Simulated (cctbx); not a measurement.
# Solving a structure by charge flipping

Cell a = 8.8940 Å, b = 8.8940 Å, c = 16.5750 Å, α = 90.00°, β = 90.00°, γ = 120.00°; space group R-3 (no. 148); content Pr27 Co18.

Simulated single-crystal data (cctbx): Ag Kα, λ = 0.56087 Å, to d = 0.84 Å, 70 % of the full sphere, strongest reflection 70000 counts, noise from counting, a 6 % proportional error and a noise floor of 8 counts (s.d.); no absorption.

Charge flipping in P1 on plain amplitudes to 0.84 Å, δ = 1.1 σ, 10 % of the reflections treated as weak, 200 cycles:

```text
cycle      R  skewness
    0  0.591     0.34
   16  0.269     4.57
   32  0.229     4.15
   48  0.228     4.13
   64  0.232     4.15
   80  0.231     4.07
   96  0.223     4.11
  112  0.223     4.08
  128  0.215     4.02
  144  0.221     4.05
  160  0.219     4.02
  176  0.222     4.04
  192  0.219     4.02
origin shift          correlation  skewness
 0.094  0.020  0.274      0.795      2.12
 0.092  0.737  0.270      0.796      0.94
 0.110  0.745  0.362      0.782      0.82
 0.056  0.289  0.064      0.775      1.08
taken: symmetry correlation 0.795, skewness 2.12
peak      x       y       z  mult  height/sigma
Q1    0.0000  0.0000  0.3008    6     11.8
Q2    0.0000  0.0000  0.5000    3      9.3
Q3    0.9894  0.2510  0.9029   18      8.7
Q4    0.0078  0.3939  0.0618   18      5.4
Q5    0.0243  0.9036  0.5285   18      3.5
Q6    0.0006  0.5213  0.4697   18      3.1
Q7    0.0085  0.7288  0.4617   18      3.0
Q8    0.0331  0.4926  0.2865   18      3.0
Q9    0.0995  0.2040  0.1347   18      2.8
```

The origin is taken among those within 0.04 of the best correlation, by the skewness of the map.

Run time: 0.44 s on 1 thread of Arm Neoverse V2 (shared host), peak memory 0.08 GiB.

**Question.** Which peaks are atoms, and which elements?

Heights go roughly as Z and multiplicities must add up to the content. First model: Q1 = Pr1 (6 in the cell, height 11.8), Q2 = Pr2 (3 in the cell, height 9.3), Q3 = Pr3 (18 in the cell, height 8.7) and Q4 = Co1 (18 in the cell, height 5.4). Against the true structure, Q1 is Pr, Q2 is Pr, Q3 is Pr and Q4 is Co; the other peaks are not atoms.

Least squares on F², isotropic:

```text
Rint 0.045, 447 unique reflections to 0.84 A
cycle     R1     wR2    GooF  max shift (A)
   1  0.3887  0.7531  21.241   0.11935
   3  0.0148  0.0414   1.167   0.00000
final R1 0.0148 wR2 0.0414 GooF 1.167  parameters 11  data/parameter 40.6
atom        x        y        z      Ueq    occ   su(xyz)  su(Uiso or U11)
Pr1    0.00000  0.00000  0.30224   0.0032  1.000  0.00002  0.0001
Pr2    0.00000  0.00000  0.50000   0.0024  1.000  0.00000  0.0002
Pr3    0.98915  0.25412  0.90793   0.0068  1.000  0.00003  0.0001
Co1    0.01989  0.40044  0.06628   0.0055  1.000  0.00007  0.0002
difference map: max 1.35 min -1.31 rms 0.25
Q1    0.0000  0.0000  0.4733    6    1.38  0.44 A from Pr2
Q2    0.0257  0.7142  0.6078   18    0.91  0.58 A from Co1
Q3    0.0423  0.6321  0.9892   18    0.84  1.04 A from Co1
Q4    0.0000  0.0000  0.1939    6    0.74  1.80 A from Pr1
Q5    0.0527  0.1467  0.8126   18    0.72  2.07 A from Pr3
```

Anisotropic refinement:

```text
Rint 0.045, 447 unique reflections to 0.84 A
cycle     R1     wR2    GooF  max shift (A)
   1  0.0154  0.0432   1.235   0.00057
   2  0.0131  0.0315   0.901   0.00000
final R1 0.0131 wR2 0.0315 GooF 0.901  parameters 23  data/parameter 19.4
atom        x        y        z      Ueq    occ   su(xyz)  su(Uiso or U11)
Pr1    0.00000  0.00000  0.30227   0.0031  1.000  0.00002  0.0001
Pr2    0.00000  0.00000  0.50000   0.0024  1.000  0.00000  0.0001
Pr3    0.98915  0.25412  0.90793   0.0068  1.000  0.00002  0.0001
Co1    0.01984  0.40045  0.06626   0.0054  1.000  0.00005  0.0002
difference map: max 0.80 min -0.87 rms 0.23
Q1    0.0371  0.6255  0.9808   18    0.85  0.90 A from Co1
Q2    0.0000  0.0000  0.1976    6    0.79  1.73 A from Pr1
Q3    0.0539  0.1530  0.8122   18    0.72  2.04 A from Pr3
Q4    0.0000  0.0000  0.5000    3    0.68  0.00 A from Pr2
Q5    0.0566  0.8893  0.1878   18    0.67  1.95 A from Pr3
Q6    0.0000  0.0000  0.6588    6    0.65  0.65 A from Pr1
```

**Reading.** The refinement ends at R1 = 0.0131, wR2 = 0.0315, GooF = 0.90, with difference density between -0.87 and 0.80 e/Å³. Every site matches the true model in element, within 0.001 Å r.m.s., up to an allowed shift of origin.

True model:

```
atom  mult.       x       y       z  Ueq (Å²)
 Pr1     18  0.0792  0.4017  0.0746    0.0068
 Pr2      6     1/3     2/3  0.8644    0.0031
 Pr3      3       0       0       0    0.0023
 Co1     18  0.3135  0.2662  0.1004    0.0053
```

The model was made for the exercise: a known structure type with other elements put in, its volume estimated, not relaxed; displacement parameters are assumed.

[Middle refinement cycles are left out of these outputs.]

[Logs are printed without paths, hosts, clocks, repeated set-up lines and the standing remarks that a program may print on its own settings, such as how far it seeks lower states.]
